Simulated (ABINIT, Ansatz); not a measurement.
Planning a run of ABINIT 10.8.3 on TiO2 (Rutile). The input:

```
acell 3*1.0 Angstrom
rprim 
  4.592200000000 0.000000000000 0.000000000000
  0.000000000000 4.592200000000 0.000000000000
  0.000000000000 0.000000000000 2.957400000000
ntypat 2
znucl 22 8
natom 6
typat 1 1 2 2 2 2
xred 
  0.000000000000 0.000000000000 0.000000000000
  0.500000000000 0.500000000000 0.500000000000
  0.304960000000 0.304960000000 0.000000000000
  0.195040000000 0.804960000000 0.500000000000
  0.695040000000 0.695040000000 0.000000000000
  0.804960000000 0.195040000000 0.500000000000
pp_dirpath "pseudos"
pseudos "Ti.upf, O.upf"
ecut 38
ngkpt 4 4 8
nshiftk 1
shiftk 0 0 0
kptopt 1
chksymbreak 0
nband 31
occopt 1
tolvrs 1e-10
nstep 60
prtwf 0
optforces 0
optstress 0
indata_prefix "in"
outdata_prefix "out"
tmpdata_prefix "tmp"
```

```sh
OMP_NUM_THREADS=1 mpirun -n 16 abinit run.abi > log
```

**Question.** Estimate wall time and host memory on 16 MPI ranks of Arm Neoverse N1, shared host.

It took 34 s; on shared hardware allow 17 s to 68 s. Peak host memory was 1.2 GiB.

[Paths, hosts, dates, memory and timing lines, banners, echoed tables and standing remarks are left out of the program output.]

[Logs are printed without paths, hosts, clocks, repeated set-up lines and the standing remarks that a program may print on its own settings, such as how far it seeks lower states.]

[Runs of the session that timed out or met a known fault of the program may be left out.]

[Hosts, paths, dates, database ids (printed as entryN), source tags and the programs' standing remarks are cut or masked in the printed files.]

[G0W0 gaps are taken among the corrected bands and points alone; a level outside them can change the order at an edge.]

[Where Ansatz stands beside ABINIT at settings called matched, ABINIT's density can come from a denser mesh and the files from another edition; pairs whose starting gaps differed by over 0.03 eV were left out, so agreement reads better than it is.]
